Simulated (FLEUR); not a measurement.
# Collinear magnetic orders of GdN with FLEUR, part 2 of 3

Wanted: the moments of GdN and the energy of each order that was tried.

FLEUR MaX-R8.1; PBEsol with U = 6.7 eV, J = 0.7 eV on Gd f; all-electron FLAPW, Dirac cores, scalar-relativistic bands.

So far, largest spin moment in the muffin-tin sphere (μB): step 2 (order 1, typed as ferro +) 7.05.

The database entry behind the starting cell differs from later determinations by our own check (about 0.3 % long), so it need not match the best structure at ambient conditions.

## 3. Order 2, typed as antiferro q=(0,1/2,1/2) +-

Another pattern of signs weighs the neighbour shells otherwise.

This order needs a doubled cell of 4 atoms. The mesh is halved along the doubled vector, so that both cells sample the same points. The k list default-1 (kpts.xml, not shown) is a Γ-centred 8×4×8 mesh.

Contents of inp.xml:

```
<?xml version="1.0" encoding="UTF-8" standalone="no"?>
<fleurInput fleurInputVersion="0.39">
   <comment>
      GdN
   </comment>
   <calculationSetup>
      <cutoffs Kmax="3.61" Gmax="10.8" GmaxXC="10.8" numbands="0"/>
      <scfLoop itmax="130" minDistance="0.0001" maxIterBroyd="15" imix="Anderson" alpha="0.05" precondParam="0.0" spinf="2.0" sdNocoIR="T"/>
      <coreElectrons ctail="T" frcor="F" kcrel="0" coretail_lmax="0"/>
      <xcFunctional name="PBEs" relativisticCorrections="F"/>
      <magnetism jspins="2"/>
      <soc l_soc="F" theta="0.0" phi="0.0" spav="F"/>
      <expertModes spex="0" secvar="F"/>
      <geometryOptimization l_f="F" forcealpha="1.0" forcemix="BFGS" epsdisp="0.00001" epsforce="0.00001"/>
      <ldaU l_linMix="F" mixParam="0.05" spinf="1.0"/>
   </calculationSetup>
   <cell>
      <bzIntegration valenceElectrons="46.0" mode="hist" fermiSmearingEnergy="0.00110248">
         <kPointListSelection listName="default-1"/>
         <xi:include xmlns:xi="http://www.w3.org/2001/XInclude" href="kpts.xml"> </xi:include>
      </bzIntegration>
      <xi:include xmlns:xi="http://www.w3.org/2001/XInclude" href="sym.xml"> </xi:include>
      <bulkLattice scale="1.0">
         <bravaisMatrix>
            <row-1>    0.0000000000000000     4.7233704484376995     4.7233704484376995</row-1>
            <row-2>    9.4467408968753990     0.0000000000000000     9.4467408968753990</row-2>
            <row-3>    9.4467408968753990     4.7233704484376995     4.7233704484376995</row-3>
         </bravaisMatrix>
      </bulkLattice>
   </cell>
   <atomSpecies>
      <species name="Gadolinium7.000" element="Gd" atomicNumber="64">
         <mtSphere radius="2.8" gridPoints="925" logIncrement="0.014"/>
         <atomicCutoffs lmax="10" lnonsphr="8"/>
         <electronConfig flipSpins="F">
            <coreConfig>(1s1/2) (2s1/2) (2p1/2) (2p3/2) (3s1/2) (3p1/2) (3p3/2) (4s1/2) (3d3/2) (3d5/2) (4p1/2) (4p3/2) (4d3/2) (4d5/2)</coreConfig>
            <valenceConfig>(5s1/2) (5p1/2) (5p3/2) (6s1/2) (4f5/2) (4f7/2) (5d3/2) (5d5/2)</valenceConfig>
            <stateOccupation state="(4f5/2)" spinUp="2.5" spinDown="0.5"/>
            <stateOccupation state="(4f7/2)" spinUp="4.0" spinDown="0.0"/>
            <stateOccupation state="(5d3/2)" spinUp="0.4" spinDown="0.0"/>
            <stateOccupation state="(5d5/2)" spinUp="0.6" spinDown="0.0"/>
         </electronConfig>
         <energyParameters s="6" p="6" d="5" f="4"/>
         <ldaU l="3" U="6.7" J="0.7" l_amf="F"/>
         <lo type="SCLO" l="0" n="5" eDeriv="0"/>
         <lo type="SCLO" l="1" n="5" eDeriv="0"/>
      </species>
      <species name="Gadolinium-7.000" element="Gd" atomicNumber="64">
         <mtSphere radius="2.8" gridPoints="925" logIncrement="0.014"/>
         <atomicCutoffs lmax="10" lnonsphr="8"/>
         <electronConfig flipSpins="F">
            <coreConfig>(1s1/2) (2s1/2) (2p1/2) (2p3/2) (3s1/2) (3p1/2) (3p3/2) (4s1/2) (3d3/2) (3d5/2) (4p1/2) (4p3/2) (4d3/2) (4d5/2)</coreConfig>
            <valenceConfig>(5s1/2) (5p1/2) (5p3/2) (6s1/2) (4f5/2) (4f7/2) (5d3/2) (5d5/2)</valenceConfig>
            <stateOccupation state="(4f5/2)" spinUp="0.5" spinDown="2.5"/>
            <stateOccupation state="(4f7/2)" spinUp="0.0" spinDown="4.0"/>
            <stateOccupation state="(5d3/2)" spinUp="0.0" spinDown="0.4"/>
            <stateOccupation state="(5d5/2)" spinUp="0.0" spinDown="0.6"/>
         </electronConfig>
         <energyParameters s="6" p="6" d="5" f="4"/>
         <ldaU l="3" U="6.7" J="0.7" l_amf="F"/>
         <lo type="SCLO" l="0" n="5" eDeriv="0"/>
         <lo type="SCLO" l="1" n="5" eDeriv="0"/>
      </species>
      <species name="Nitrogen (N)" element="N" atomicNumber="7">
         <mtSphere radius="1.66" gridPoints="549" logIncrement="0.019"/>
         <atomicCutoffs lmax="6" lnonsphr="4"/>
         <electronConfig flipSpins="F">
            <coreConfig>(1s1/2)</coreConfig>
            <valenceConfig>(2s1/2) (2p1/2) (2p3/2)</valenceConfig>
            <stateOccupation state="(2p1/2)" spinUp="0.500000" spinDown="0.500000"/>
            <stateOccupation state="(2p3/2)" spinUp="1.000000" spinDown="1.000000"/>
         </electronConfig>
         <energyParameters s="2" p="2" d="3" f="4"/>
      </species>
   </atomSpecies>
   <atomGroups>
      <atomGroup species="Gadolinium7.000">
         <relPos label="                   1">.0000000000 .0000000000 .0000000000</relPos>
         <force calculate="T" relaxXYZ="TTT"/>
      </atomGroup>
      <atomGroup species="Gadolinium-7.000">
         <relPos label="                   2">.0000000000 1.000/2.000 .0000000000</relPos>
         <force calculate="T" relaxXYZ="TTT"/>
      </atomGroup>
      <atomGroup species="Nitrogen (N)">
         <relPos label="                   3">1.000/2.000 .0000000000 1.000/2.000</relPos>
         <force calculate="T" relaxXYZ="TTT"/>
      </atomGroup>
      <atomGroup species="Nitrogen (N)">
         <relPos label="                   4">1.000/2.000 1.000/2.000 1.000/2.000</relPos>
         <force calculate="T" relaxXYZ="TTT"/>
      </atomGroup>
   </atomGroups>
   <output dos="F" band="F" slice="F">
      <bandDOS minEnergy="-.5*Htr" maxEnergy="0.5*Htr" sigma="0.015" storeEVData="T"/>
      <plotting iplot="0" polar="F">
         <plot TwoD="T" vec1="  1.0  0.0  0.0" vec2="  0.0  1.0  0.0" vec3="  0.0  0.0  1.0" zero="  0.0  0.0  0.0" file="plot"/>
      </plotting>
      <moessbauerParams electricFieldGradient="F" isomerShift="F" coreHyperfine="F" valenceHyperfine="F"/>
   </output>
</fleurInput>
```

Contents of crystal.txt:

```
GdN
&input film=F cartesian=F /
0.00000000000  2.49950000000  2.49950000000
4.99900000000  0.00000000000  4.99900000000
4.99900000000  2.49950000000  2.49950000000
1.8897261246
1.0 1.0 1.0

4
64 0.00000000000  0.00000000000  0.00000000000 : 7.000
64 0.00000000000  0.50000000000  0.00000000000 : -7.000
7 0.50000000000  0.00000000000  0.50000000000
7 0.50000000000  0.50000000000  0.50000000000

&kpt div1=8 div2=4 div3=8 gamma=T /
```

Launch:

```sh
> OMP_NUM_THREADS=1 inpgen -f crystal.txt > inpgen.log  # inp.xml is then edited as shown
> OMP_NUM_THREADS=1 mpirun -n 4 fleur_MPI > fleur.log
```

The log of the run:

```text
[banner, memory and clock lines left out]
Welcome to FLEUR        (www.flapw.de)
      MaX-Release 8.1          (www.max-centre.eu)

 ========== k-point set info ==========
 Selected k-point list: default-1
 k-point list type: mesh
 0 x 0 x 0
 Number of k points: 80

 ------------Calculation Setup---------------------------
 Number of PE/node        :            4
 Number of OMP-threads    :            1
 k-points in parallel     :            4
 pe's per k-point         :            1
 No of k-point loops      :           20
 Eigenvalue solver        :       lapack
 Number of basis functions:          376
 Approximate size of matrices (H+S) per k-point:         0.002 GB
 Iteration:     1   Distance:      27.28447552 me/bohr^3
 Iteration:     2   Distance:      26.27322607 me/bohr^3
 Iteration:     3   Distance:      19.79222471 me/bohr^3
 Iteration:     4   Distance:      13.62125907 me/bohr^3
 Iteration:     5   Distance:       2.43127112 me/bohr^3
 Iteration:     6   Distance:       0.76037676 me/bohr^3
 Iteration:     7   Distance:       0.66746597 me/bohr^3
 Iteration:     8   Distance:       0.13823542 me/bohr^3
 Iteration:     9   Distance:       0.06982979 me/bohr^3
 Iteration:    10   Distance:       0.01966748 me/bohr^3
 Iteration:    11   Distance:       0.01977761 me/bohr^3
 Iteration:    12   Distance:       0.00473339 me/bohr^3
 Iteration:    13   Distance:       0.00359003 me/bohr^3
 Iteration:    14   Distance:       0.00333833 me/bohr^3
 Iteration:    15   Distance:       0.00121566 me/bohr^3
 Iteration:    16   Distance:       0.00097178 me/bohr^3
 Iteration:    17   Distance:       0.00080862 me/bohr^3
 Iteration:    18   Distance:       0.00025720 me/bohr^3
 Iteration:    19   Distance:       0.00008018 me/bohr^3

 ********************************************************************
 Run finished successfully
 Stop message:
   all done
 ********************************************************************

--- out.xml (last complete iteration) ---
<iteration numberForCurrentRun="   19" overallNumber="   19">
         [... left out ...]
         <bandgap value="0.0072141726" units="eV"/>
         <sumValenceSingleParticleEnergies value="-5.1135890617" units="Htr"/>
         <FermiEnergy value="0.3367526207" units="Htr"/>
         <valenceDensity>
            <mtCharges spin="1">
               <mtCharge atomType="1" total="11.6164761" s="1.0886727" p="3.0373037" d="0.4798539" f="6.9977696"/>
               <mtCharge atomType="2" total="4.5855352" s="1.0800583" p="3.0137242" d="0.4055728" f="0.0731728"/>
               <mtCharge atomType="3" total="2.0275601" s="0.6882240" p="1.3359447" d="0.0028490" f="0.0004487"/>
               <mtCharge atomType="4" total="1.9903766" s="0.6850468" p="1.3015965" d="0.0031384" f="0.0004909"/>
            </mtCharges>
            <mtCharges spin="2">
               <mtCharge atomType="1" total="4.5855354" s="1.0800583" p="3.0137243" d="0.4055728" f="0.0731729"/>
               <mtCharge atomType="2" total="11.6164761" s="1.0886728" p="3.0373037" d="0.4798540" f="6.9977695"/>
               <mtCharge atomType="3" total="1.9903786" s="0.6850469" p="1.3015984" d="0.0031384" f="0.0004909"/>
               <mtCharge atomType="4" total="2.0275580" s="0.6882239" p="1.3359428" d="0.0028490" f="0.0004487"/>
            </mtCharges>
            <spinDependentCharge spin="1" total="22.9999999" interstitial="2.7800519" mtSpheres="20.2199480"/>
            <spinDependentCharge spin="2" total="23.0000001" interstitial="2.7800520" mtSpheres="20.2199481"/>
            <totalCharge value="46.0000000000"/>
         </valenceDensity>
         [... left out ...]
         <magneticMomentsInMTSpheres units="muBohr">
            <globalMagMoment atomType="1" vec="0.00000   0.00000   7.03094"/>
            <localMagMoment atomType="1" vec="0.00000   0.00000   7.03094"/>
            <globalMagMoment atomType="2" vec="0.00000   0.00000  -7.03094"/>
            <localMagMoment atomType="2" vec="0.00000   0.00000  -7.03094"/>
            <globalMagMoment atomType="3" vec="0.00000   0.00000   0.03718"/>
            <localMagMoment atomType="3" vec="0.00000   0.00000   0.03718"/>
            <globalMagMoment atomType="4" vec="0.00000   0.00000  -0.03718"/>
            <localMagMoment atomType="4" vec="0.00000   0.00000  -0.03718"/>
         </magneticMomentsInMTSpheres>
         [... left out ...]
         <totalEnergy value="   -22662.7716204872" units="Htr">
            <sumOfEigenvalues value="   -13924.8551713635">
               <coreElectrons value="-13919.7415823018"/>
               <valenceElectrons value="-5.1135890617"/>
            </sumOfEigenvalues>
            <densityCoulombPotentialIntegral value="-37959.6950428547"/>
            <densityEffectivePotentialIntegral value="-38626.1036841752"/>
            <chargeDenXCDenIntegral value="-506.4669190637"/>
            <FockExchangeEnergyValence value="0.0000000000"/>
            <FockExchangeEnergyCore value="0.0000000000"/>
         [... left out ...]
            <dftUCorrection value="-1.5427333255"/>
            <tkbTimesEntropy value="0.0000356416"/>
            <freeEnergy value="-22662.7716561287"/>
            <extrapolationTo0K value="-22662.7716383079"/>
         </totalEnergy>
         [... left out ...]
         <ldaUDensityMatrixConvergence>
            <distance spin="1" distance="0.000000"/>
            <distance spin="2" distance="0.000000"/>
         </ldaUDensityMatrixConvergence>
         <densityConvergence units="me/bohr^3">
            <chargeDensity spin="1" distance="0.0000385041"/>
            <chargeDensity spin="2" distance="0.0000576744"/>
            <overallChargeDensity distance="0.0000801769"/>
            <spinDensity distance="0.0000564753"/>
         </densityConvergence>
      </iteration>
```

Run time: 59 s. Hardware: 4 MPI ranks of Arm Neoverse V2, shared host; peak memory 0.42 GiB; 3.9 min of CPU time.

Spin moment in the muffin-tin sphere by atom:

```tsv
atom	spin moment in the muffin-tin sphere (μB)
Gd1	7.03
Gd2	-7.03
N3	0.04
N4	-0.04
```

Numbers from this step:

```yaml
free_energy: -616685.4329 eV
program_s_band_gap_on_this_mesh_in_a_metal_only_a_level_spacing: 0.007214 eV
magnetization: 0 μB
final_state: antiferromagnetic
```

It lies 7.74 meV a seeded atom over the first start, and its largest moment is 7.03 μB against 7.05 μB.

## 4. Start 3: antiferro q=(0,0,1/2) +-

An opposed order shows whether neighbours prefer unlike signs.

The cell is doubled to 4 atoms to hold this order. The mesh is halved along the doubled vector, so that both cells sample the same points. The k list default-1 (kpts.xml, not shown) is a Γ-centred 8×8×4 mesh.

inp.xml: that of step 3 with these lines changed.

```diff
@@ -25,4 +25,4 @@
             <row-1>    0.0000000000000000     4.7233704484376995     4.7233704484376995</row-1>
-            <row-2>    9.4467408968753990     0.0000000000000000     9.4467408968753990</row-2>
-            <row-3>    9.4467408968753990     4.7233704484376995     4.7233704484376995</row-3>
+            <row-2>    4.7233704484376995     0.0000000000000000     4.7233704484376995</row-2>
+            <row-3>    9.4467408968753990     9.4467408968753990     0.0000000000000000</row-3>
          </bravaisMatrix>
@@ -81,3 +81,3 @@
       <atomGroup species="Gadolinium-7.000">
-         <relPos label="                   2">.0000000000 1.000/2.000 .0000000000</relPos>
+         <relPos label="                   2">.0000000000 .0000000000 1.000/2.000</relPos>
          <force calculate="T" relaxXYZ="TTT"/>
@@ -85,7 +85,4 @@
       <atomGroup species="Nitrogen (N)">
-         <relPos label="                   3">1.000/2.000 .0000000000 1.000/2.000</relPos>
-         <force calculate="T" relaxXYZ="TTT"/>
-      </atomGroup>
-      <atomGroup species="Nitrogen (N)">
-         <relPos label="                   4">1.000/2.000 1.000/2.000 1.000/2.000</relPos>
+         <relPos label="                   3">1.000/2.000 1.000/2.000 1.000/4.000</relPos>
+         <relPos label="                   4">1.000/2.000 1.000/2.000 -1.000/4.000</relPos>
          <force calculate="T" relaxXYZ="TTT"/>
```

Contents of crystal.txt:

```
GdN
&input film=F cartesian=F /
0.00000000000  2.49950000000  2.49950000000
2.49950000000  0.00000000000  2.49950000000
4.99900000000  4.99900000000  0.00000000000
1.8897261246
1.0 1.0 1.0

4
64 0.00000000000  0.00000000000  0.00000000000 : 7.000
64 0.00000000000  0.00000000000  0.50000000000 : -7.000
7 0.50000000000  0.50000000000  0.25000000000
7 0.50000000000  0.50000000000  0.75000000000

&kpt div1=8 div2=8 div3=4 gamma=T /
```

The log of the run:

```text
[banner, memory and clock lines left out]
Welcome to FLEUR        (www.flapw.de)
      MaX-Release 8.1          (www.max-centre.eu)

 ========== k-point set info ==========
 Selected k-point list: default-1
 k-point list type: mesh
 0 x 0 x 0
 Number of k points: 80

 [... set-up left out ...]
 Iteration:     1   Distance:      27.31521267 me/bohr^3
 Iteration:     2   Distance:      26.30700989 me/bohr^3
 Iteration:     3   Distance:      19.83983610 me/bohr^3
 Iteration:     4   Distance:      13.49071182 me/bohr^3
 Iteration:     5   Distance:       2.42775872 me/bohr^3
[...]
[... left out ...]
            <freeEnergy value="-22662.7719179084"/>
            <extrapolationTo0K value="-22662.7718998158"/>
         </totalEnergy>
         [... left out ...]
         <ldaUDensityMatrixConvergence>
            <distance spin="1" distance="0.000001"/>
            <distance spin="2" distance="0.000001"/>
         </ldaUDensityMatrixConvergence>
         <densityConvergence units="me/bohr^3">
            <chargeDensity spin="1" distance="0.0000356691"/>
            <chargeDensity spin="2" distance="0.0000348728"/>
            <overallChargeDensity distance="0.0000453310"/>
            <spinDensity distance="0.0000540545"/>
         </densityConvergence>
      </iteration>
```

It took 53 s on 4 MPI ranks; peak memory 0.4 GiB.

Spin moment in the muffin-tin sphere by atom:

```tsv
atom	spin moment in the muffin-tin sphere (μB)
Gd1	7.05
Gd2	-7.05
N3	0.00
N4	0.00
```

This step gave:

```yaml
free_energy: -616685.4401 eV
program_s_band_gap_on_this_mesh_in_a_metal_only_a_level_spacing: 1.18e-6 eV
magnetization: 0 μB
final_state: antiferromagnetic
```

It lies 4.18 meV a seeded atom over the first start, and its largest moment is 7.05 μB against 7.05 μB.

## 5. The states side by side

Free energies are divided by the number of seeded atoms, so that cells of unlike size compare. Wavevectors q in the names are fractions of the primitive cell's reciprocal vectors.

Orders:

```tsv
start	final state	typed order kept	energy over the lowest (meV a seeded atom)	largest sphere moment (μB)	net moment (μB a primitive cell)	mesh matched	CPU time (s)
ferro +	ferromagnetic, with opposed induced moments	yes	0	7.048	7	yes	38
antiferro q=(0,1/2,1/2) +-	antiferromagnetic	yes	7.739	7.031	0	yes	236.8
antiferro q=(0,0,1/2) +-	antiferromagnetic	yes	4.177	7.046	0	yes	210.9
```

(Continued in part 3 of 3.)

[Logs and program files are shortened in this print: banners, set-up blocks, solver, clock and traceback lines can be left out without a mark of their own.]

[Logs are printed without paths, hosts, clocks, repeated set-up lines and the standing remarks that a program may print on its own settings, such as how far it seeks lower states.]

[Hosts, paths, dates, database ids (printed as entryN), source tags and the programs' standing remarks are cut or masked in the printed files.]

[Where a cell is said to come from a database of computed structures, the database is the Materials Project.]
